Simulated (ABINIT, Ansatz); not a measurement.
**KTaO3 (Pm-3m): zone-centre phonons**

Wanted: the vibrations of KTaO3 (Pm-3m) at Γ, by two programs.

Calculated with ABINIT 10.8.3; DFT LDA, scalar-relativistic, plane waves, PseudoDojo norm-conserving pseudopotentials.

This is a report of a sequence of runs, with most program output left out.

## (1) Set-up

It takes space group Pm-3m (No. 221, cubic). Conventional cell: a = 3.988 Å, b = 3.988 Å, c = 3.988 Å, α = 90.00°, β = 90.00°, γ = 90.00°. Nearest to K lie 12 O at 2.82 Å. Nearest to Ta lie 6 O at 1.99 Å. Nearest to O lie 2 Ta at 1.99 Å and 4 K at 2.82 Å. Farther neighbours and most contacts between anions are not listed.

## (2) A probe with smearing

A first run with smearing and empty bands tells whether the crystal has a gap, which decides between fixed occupations and smearing later on.

Contents of probe.abi:

```
# ground state
tolvrs 1.0d-08
prtden 1
prtwf 1

# basis, mesh and filling
ecut 36.0
ngkpt 4 4 4
nshiftk 1
shiftk 0.0 0.0 0.0
istwfk *1
occopt 7
tsmear 0.005
nband 29
nstep 100
diemac 9.0
prtebands 0
prtgsr 0
useylm 1

# cell and atoms
acell 7.536794703 7.536794703 7.536794703
rprim 
    1.0 0.0 0.0
    0.0 1.0 0.0
    0.0 0.0 1.0
ntypat 3
znucl 19 73 8
natom 5
typat 1 2 3 3 3
xred 
    0.5 0.5 0.5
    0.0 0.0 0.0
    0.5 0.0 0.0
    0.0 0.5 0.0
    0.0 0.0 0.5
pp_dirpath "./pseudo"
pseudos "K.upf, Ta.upf, O.upf"
```

The run is started by

```bash
$ OMP_NUM_THREADS=1 mpirun -n 4 abinit probe.abi > probe.log
```

Wall time 17 s (4 MPI ranks of Arm Neoverse V2, shared host).

This step gave:

```
volume per atom   : 12.69 Å³
pressure          : -8.492 GPa
gap on the k-mesh : 2.071 eV
```

A gap of 2.1 eV opens on this mesh, so the crystal is taken as an insulator; the printed pressure holds the stress of the finite basis too.

## (3) Relaxation

The harmonic expansion needs vanishing forces, and a free crystal bears no stress, so cell and atoms are brought to rest. Stress is more sensitive to the basis than forces are: the last 3 Ha under the cutoff are smoothed with ecutsm, and the cutoff is raised above that of the later runs.

Contents of relax.abi:

```
# relaxation
ionmov 2
optcell 2
dilatmx 1.08
ntime 40
tolmxf 1.0d-05
tolvrs 1.0d-14
prtwf 0
prtden 0
chksymtnons 0

# basis, mesh and filling
ecut 44.0
ecutsm 3.0
ngkpt 6 6 6
nshiftk 1
shiftk 0.0 0.0 0.0
istwfk *1
occopt 1
nband 20
nstep 100
diemac 9.0
prtebands 0
prtgsr 0
useylm 1

# cell and atoms
acell 7.536794703 7.536794703 7.536794703
rprim 
    1.0 0.0 0.0
    0.0 1.0 0.0
    0.0 0.0 1.0
ntypat 3
znucl 19 73 8
natom 5
typat 1 2 3 3 3
xred 
    0.5 0.5 0.5
    0.0 0.0 0.0
    0.5 0.0 0.0
    0.0 0.5 0.0
    0.0 0.0 0.5
pp_dirpath "./pseudo"
pseudos "K.upf, Ta.upf, O.upf"
```

The run is started by

```bash
$ OMP_NUM_THREADS=1 mpirun -n 4 abinit relax.abi > relax.log
```

The job ended after 2.5 min (4 MPI ranks; 9.8 min of CPU time).

Step by step:

| step | energy less that of the first step (eV) | largest force (eV/Å) | volume (Å³) |
| --- | --- | --- | --- |
| 1 | 0.0000 | 0.0000 | 63.44 |
| 2 | -0.0490 | 0.0000 | 61.98 |
| 3 | -0.0573 | 0.0000 | 61.06 |
| 4 | -0.0573 | 0.0000 | 61.11 |
| 5 | -0.0573 | 0.0000 | 61.10 |

| conventional cell, symmetrised | before | after | change |
| --- | --- | --- | --- |
| a (Å) | 3.988 | 3.939 | -1.2 % |
| b (Å) | 3.988 | 3.939 | -1.2 % |
| c (Å) | 3.988 | 3.939 | -1.2 % |
| volume (Å³/atom) | 12.69 | 12.22 | -3.7 % |

The relaxed structure:

```cif
data_structure
_symmetry_space_group_name_H-M 'P 1'
_symmetry_Int_Tables_number 1
_cell_length_a 3.9388
_cell_length_b 3.9388
_cell_length_c 3.9388
_cell_angle_alpha 90.000
_cell_angle_beta 90.000
_cell_angle_gamma 90.000
_cell_volume 61.10
loop_
_atom_site_label
_atom_site_type_symbol
_atom_site_fract_x
_atom_site_fract_y
_atom_site_fract_z
_atom_site_occupancy
K1 K 0.50000 0.50000 0.50000 1
Ta2 Ta 0.00000 0.00000 0.00000 1
O3 O 0.50000 0.00000 0.00000 1
O4 O 0.00000 0.50000 0.00000 1
O5 O 0.00000 0.00000 0.50000 1
```

Read from the output:

```
volume per atom : 12.22 Å³
pressure        : -3.51e-6 GPa
```

The volume changes by -3.7 % in this run and stands -3.7 % from the first cell.

## (4) Self-consistent run for the response

The response is built on these wavefunctions, so the potential is converged far more tightly than an energy would need.

Contents of gs.abi:

```
# ground state
tolvrs 1.0d-16
prtden 1
prtwf 1

# basis, mesh and filling
ecut 36.0
ngkpt 6 6 6
nshiftk 1
shiftk 0.0 0.0 0.0
istwfk *1
occopt 1
nband 20
nstep 100
diemac 9.0
prtebands 0
prtgsr 0
useylm 1

# cell and atoms
acell 7.443161413 7.443161413 7.443161413
rprim 
    1.0 0.0 0.0
    0.0 1.0 0.0
    0.0 0.0 1.0
ntypat 3
znucl 19 73 8
natom 5
typat 1 2 3 3 3
xred 
    0.5 0.5 0.5
    0.0 0.0 0.0
    0.5 0.0 0.0
    0.0 0.5 0.0
    0.0 0.0 0.5
pp_dirpath "./pseudo"
pseudos "K.upf, Ta.upf, O.upf"
```

The run is started by

```bash
$ OMP_NUM_THREADS=1 mpirun -n 4 abinit gs.abi > gs.log
```

Wall time 28 s (4 MPI ranks); 1.9 min of CPU time.

Numbers from this step:

| Property | Result |
| --- | --- |
| pressure | -0.9530 GPa |

The cell stands at -0.95 GPa: the relaxation ran with a smoothed and higher cutoff, and the difference is a stress of the finite basis.

## (5) Empty bands

Empty bands on the ground state's density check that the gap assumed so far is there in this cell.

Contents of gap.abi:

```
# empty bands on the ground state's density
iscf -2
getden_filepath "gso_DEN"
tolwfr 1.0d-12
nbdbuf 2
prtwf 0

# basis, mesh and filling
ecut 36.0
ngkpt 6 6 6
nshiftk 1
shiftk 0.0 0.0 0.0
istwfk *1
occopt 1
nband 24
nstep 100
diemac 9.0
prtebands 0
prtgsr 0
useylm 1

# cell and atoms
acell 7.443161413 7.443161413 7.443161413
rprim 
    1.0 0.0 0.0
    0.0 1.0 0.0
    0.0 0.0 1.0
ntypat 3
znucl 19 73 8
natom 5
typat 1 2 3 3 3
xred 
    0.5 0.5 0.5
    0.0 0.0 0.0
    0.5 0.0 0.0
    0.0 0.5 0.0
    0.0 0.0 0.5
pp_dirpath "./pseudo"
pseudos "K.upf, Ta.upf, O.upf"
```

The run is started by

```bash
$ OMP_NUM_THREADS=1 mpirun -n 4 abinit gap.abi > gap.log
```

Wall time 15 s (4 MPI ranks); 61 s of CPU time.

Numbers from this step:

```
gap on the k-mesh : 2.165 eV
```

In this cell the gap on the mesh is 2.2 eV, indirect (smallest direct 2.8 eV), so fixed occupations hold.

## (6) Zone-centre response

The derivative of the wavefunctions by k comes first, since the response to a field is built on it; then the field and the displacements that symmetry doesn't supply are solved at q = 0.

It reads the wavefunctions written in step 4.

Contents of dfpt_gamma.abi:

```
ndtset 2

# common to the responses
getwfk_filepath "gso_WFK"
kptopt 2
nqpt 1
qpt 0.0 0.0 0.0
asr 0
chneut 0

# d/dk
rfelfd1 2
rfdir1 1 1 1
iscf1 -3
tolwfr1 1.0d-20

# displacements, field
rfphon2 1
rfatpol2 1 5
rfdir2 1 1 1
rfelfd2 3
getddk2 1
tolvrs2 1.0d-10
prtwf2 0

# basis, mesh and filling
ecut 36.0
ngkpt 6 6 6
nshiftk 1
shiftk 0.0 0.0 0.0
istwfk *1
occopt 1
nband 20
nstep 100
diemac 9.0
prtebands 0
prtgsr 0
useylm 1

# cell and atoms
acell 7.443161413 7.443161413 7.443161413
rprim 
    1.0 0.0 0.0
    0.0 1.0 0.0
    0.0 0.0 1.0
ntypat 3
znucl 19 73 8
natom 5
typat 1 2 3 3 3
xred 
    0.5 0.5 0.5
    0.0 0.0 0.0
    0.5 0.0 0.0
    0.0 0.5 0.0
    0.0 0.0 0.5
pp_dirpath "./pseudo"
pseudos "K.upf, Ta.upf, O.upf"
```

The run is started by

```bash
$ OMP_NUM_THREADS=1 mpirun -n 4 abinit dfpt_gamma.abi > dfpt_gamma.log
```

The job ended after 11 min (4 MPI ranks).

Numbers from this step:

```
miss of the charge sum rule                                       : 0.03047 e
largest acoustic frequency at the zone centre before the sum rule : -1.36 cm⁻¹
highest optical zone-centre mode (no LO-TO term)                  : 554.3 cm⁻¹
lowest optical zone-centre mode                                   : 90.53 cm⁻¹
mean high-frequency dielectric constant                           : 5.439
largest Born charge in size (third of the trace)                  : 8.720 e
```

Born charge (rows field, columns displacement), before the sum rule (e), principal values of the symmetric part by kind of site:

| atom | atoms with these values | low | middle | high | mean |
| --- | --- | --- | --- | --- | --- |
| K1 | 1 | 1.15 | 1.15 | 1.15 | 1.15 |
| Ta2 | 1 | 8.72 | 8.72 | 8.72 | 8.72 |
| O3 | 3 | -6.50 | -1.70 | -1.70 | -3.30 |

In full for K1:

```
1.15 0.00 0.00
0.00 1.15 0.00
0.00 0.00 1.15
```

High-frequency dielectric tensor:

```
5.44 0.00 0.00
0.00 5.44 0.00
0.00 0.00 5.44
```

The acoustic modes at Γ come out as far as 1.4 cm⁻¹ from zero, where they should vanish, a small numerical error; the Born charges miss their sum rule by 0.030 e, which is fair.

## (7) Modes with the sum rule

anaddb reads the merged derivatives, imposes the acoustic sum rule and charge neutrality, and adds the LO-TO term along chosen directions.

Contents of anaddb.abi:

```
ddb_filepath "gamma_DDB"
output_file "anaddb.abo"
outdata_prefix "anaddb"
asr 1
chneut 1
enunit 2
eivec 1
nph1l 1
qph1l 0.0 0.0 0.0 1.0
dieflag 1
nph2l 3
qph2l 
    1.0 0.0 0.0 0.0
    0.0 0.0 1.0 0.0
    1.0 1.0 1.0 0.0
```

Contents of mrgddb.in:

```
gamma_DDB
merged
2
dfpt_gammao_DS2_DDB
gso_DDB
```

The run is started by

```bash
$ mrgddb < mrgddb.in > mrgddb.log
$ OMP_NUM_THREADS=1 anaddb anaddb.abi > anaddb.log
```

The job ended after 0.51 s (1 thread).

Read from the output:

```yaml
lowest_optical_zone_centre_mode: 90.59 cm⁻¹
mean_static_dielectric_constant: 209.3
highest_mode_moved_by_the_lo_to_term: 818.4 cm⁻¹
```

No LO-TO term; unit eigenvectors of the mass-weighted matrix, from anaddb's displacements. Modes at Γ, with each element's share of the kinetic energy:

| mode | frequency (cm⁻¹) | symmetry | K % | Ta % | O % |
| --- | --- | --- | --- | --- | --- |
| 1 | 0.0 | acoustic | 15 | 68 | 18 |
| 2 | 0.0 | acoustic | 15 | 68 | 18 |
| 3 | 0.0 | acoustic | 15 | 68 | 18 |
| 4 | 90.6 | T1u | 4 | 27 | 70 |
| 5 | 90.6 | T1u | 4 | 27 | 70 |
| 6 | 90.6 | T1u | 4 | 27 | 70 |
| 7 | 184.3 | T1u | 82 | 6 | 13 |
| 8 | 184.3 | T1u | 82 | 6 | 13 |
| 9 | 184.3 | T1u | 82 | 6 | 13 |
| 10 | 248.5 | T2u | 0 | 0 | 100 |
| 11 | 248.5 | T2u | 0 | 0 | 100 |
| 12 | 248.5 | T2u | 0 | 0 | 100 |
| 13 | 554.3 | T1u | 0 | 0 | 100 |
| 14 | 554.3 | T1u | 0 | 0 | 100 |
| 15 | 554.3 | T1u | 0 | 0 | 100 |

Displacements in mode 4 (90.6 cm⁻¹), the largest set to 1:
```
K1   0.00  0.00 -0.24
Ta2  0.00  0.00  0.30
O3   0.00  0.00 -1.00
O4   0.00  0.00 -1.00
O5   0.00  0.00 -0.81
```

Displacements in mode 13 (554.3 cm⁻¹), the largest set to 1:
```
K1   0.00  0.00  0.01
Ta2  0.00  0.00  0.01
O3   0.00  0.00  0.42
O4   0.00  0.00  0.42
O5   0.00  0.00 -1.00
```

Trace of the oscillator strength, degenerate modes summed. Lines of the infrared spectrum (strongest = 100):

| position (cm⁻¹) | lines merged | IR intensity, relative |
| --- | --- | --- |
| 91 | 3 | 100 |
| 184 | 3 | 12 |
| 248 | 3 | 0.0 |
| 554 | 3 | 62 |

Static dielectric tensor (ions relaxed, fixed cell):

```
209.3   0.0   0.0
  0.0 209.3   0.0
  0.0   0.0 209.3
```

The rule moves no optical mode by more than 0.1 cm⁻¹.

## (8) Sum rules set otherwise (asr 0)

Without the rule the raw error of the acoustic modes shows.

anaddb.abi, as its differences from that of step 7:

```diff
@@ -3,4 +3,4 @@
 outdata_prefix "anaddb"
-asr 1
-chneut 1
+asr 0
+chneut 0
 enunit 2
```

mrgddb.in is that of step 7.

Elapsed: 0.5 s, on 1 thread.

Read from the output:

| Quantity | Value |
| --- | --- |
| lowest optical zone-centre mode | 90.53 cm⁻¹ |
| mean static dielectric constant | 210.1 |

Zone-centre frequencies as printed; negative means imaginary. Modes:

| mode | frequency (cm⁻¹) |
| --- | --- |
| 1 | -1.36 |
| 2 | -1.36 |
| 3 | -1.36 |
| 4 | 90.53 |
| 5 | 90.53 |
| 6 | 90.53 |
| 7 | 184.3 |
| 8 | 184.3 |
| 9 | 184.3 |
| 10 | 248.4 |
| 11 | 248.4 |
| 12 | 248.4 |
| 13 | 554.3 |
| 14 | 554.3 |
| 15 | 554.3 |

## (9) Cross-check with Ansatz

A second program on the same cell, potentials, cutoff and meshes tests the implementation of the phonon response, not its convergence. Its field response is summed in its own way.

This step: DFT LDA, scalar-relativistic, plane waves, PseudoDojo norm-conserving pseudopotentials (Ansatz 0.2.0).

Contents of input.yaml:

```yaml
crystal:
  lattice:
    - [3.9387513968, 0.0, 0.0]
    - [0.0, 3.9387513968, 0.0]
    - [0.0, 0.0, 3.9387513968]
  atoms:
    - { symbol: K, position: [0.5, 0.5, 0.5] }
    - { symbol: Ta, position: [0.0, 0.0, 0.0] }
    - { symbol: O, position: [0.5, 0.0, 0.0] }
    - { symbol: O, position: [0.0, 0.5, 0.0] }
    - { symbol: O, position: [0.0, 0.0, 0.5] }
kpoints:
  mp_grid: { grid: [6, 6, 6] }
hamiltonian:
  xc: lda
  pseudopotentials: { kind: nc, accuracy: standard }
scf:
  occupations: { method: fixed }
output:
  eigenvalues: true
basis:
  ecutwfc: 979.61
phonons:
  method: dfpt
  dielectric: true
  rigid_motions: translations
```

The run is started by

```bash
$ ansatz run input.yaml --threads 4 --pin off --max-ram 16384MiB --backend cpu --events-out ev --progress --plain --runs-dir out
```

The job ended after 66 s (4 threads; peak memory 1.8 GiB; 4.2 min of CPU time).

Read from the output:

```yaml
gap_on_the_k_mesh: 2.166 eV
sum_rule_residual_before_enforcement: 7.82e-4 eV/Å²
miss_of_the_charge_sum_rule: 0.002559 e
estimated_error_of_the_dielectric_tensor: 0.01699
estimated_error_of_the_born_charges: 0.04019 e
lowest_optical_zone_centre_mode: 90.6 cm⁻¹
mean_high_frequency_dielectric_constant: 5.371
largest_born_charge_in_size_third_of_the_trace: 8.660 e
mean_static_dielectric_constant: 206.1
highest_mode_moved_by_the_lo_to_term: 817.5 cm⁻¹
```

Transverse modes. Lines of the infrared spectrum (strongest = 100):

| position (cm⁻¹) | label | IR intensity ((D/Å)²/amu), degenerate modes summed, relative |
| --- | --- | --- |
| 91 | T1u | 100 |
| 184 | T1u | 12 |
| 248 | T2u | 0.0 |
| 554 | T1u | 62 |

The log warns that the force constants on this k mesh are to be taken as unconverged.

## (10) The two compared: ABINIT PseudoDojo and Ansatz, PseudoDojo

Worked out from the results:

```yaml
root_mean_square_difference: 0.01 cm⁻¹
largest_difference: 0.01 cm⁻¹
```

The two runs side by side. Further quantities:

| quantity | ABINIT PseudoDojo | Ansatz, PseudoDojo |
| --- | --- | --- |
| mean ε∞ | 5.439 | 5.371 |
| largest Born charge in size (e; the first before, the second after the charge sum rule) | 8.72 | 8.66 |
| summed IR intensity ((D/Å)²/amu) | 238.7 | 235 |

At the zone centre the largest difference (acoustic modes at Γ apart) is 0.002 % of the highest mode.

## (11) Results

| Item | Value |
| --- | --- |
| space group after relaxation | Pm-3m |
| volume per atom | 12.2 Å³ |
| highest optical zone-centre mode (no LO-TO term) | 554.3 cm⁻¹ |
| lowest optical zone-centre mode | 90.6 cm⁻¹ |
| highest mode moved by the LO-TO term | 818.4 cm⁻¹ |
| mean high-frequency dielectric constant | 5.44 |
| largest Born charge in size (third of the trace) | 8.72 e |
| mean static dielectric constant | 209.3 |
| imaginary optical modes at the zone centre (no q mesh in this session) | none |
| largest difference from Ansatz, PseudoDojo | 0.01 cm⁻¹ |

**Reading.** At the LDA level the optical modes of KTaO3 (Pm-3m) at the zone centre (no LO-TO term) run from 91 to 554 cm⁻¹. The base run prints -0.95 GPa, mostly the error of a finite basis; the relaxation, with a smoothed and higher cutoff, had brought the cell to rest. Along the directions run, the highest mode that the macroscopic field moves lies at 818 cm⁻¹. Lattice motion raises the mean dielectric constant from 5.439 to 209.3. ABINIT PseudoDojo and Ansatz, PseudoDojo agree to 0.01 cm⁻¹ (0.002 % of the highest mode compared) on all solved modes but the acoustic ones at Γ, without the LO-TO term. These are harmonic frequencies at zero temperature: anharmonic shifts and linewidths and thermal expansion are left out. Spin-orbit coupling is left out, which can matter for the heavy elements here. Ansatz warns that the cutoff lies 14 % under the one recommended for these files; agreement at one cutoff is not convergence. Ansatz's log warns that force constants on this k mesh are to be taken as unconverged, an error that the frequencies of both programs share.

[Host names and launcher messages were left out of these logs when they were recorded.]

[Logs are printed without paths, hosts, clocks, repeated set-up lines and the standing remarks that a program may print on its own settings, such as how far it seeks lower states.]

[Hosts, paths, dates, database ids (printed as entryN), source tags and the programs' standing remarks are cut or masked in the printed files.]
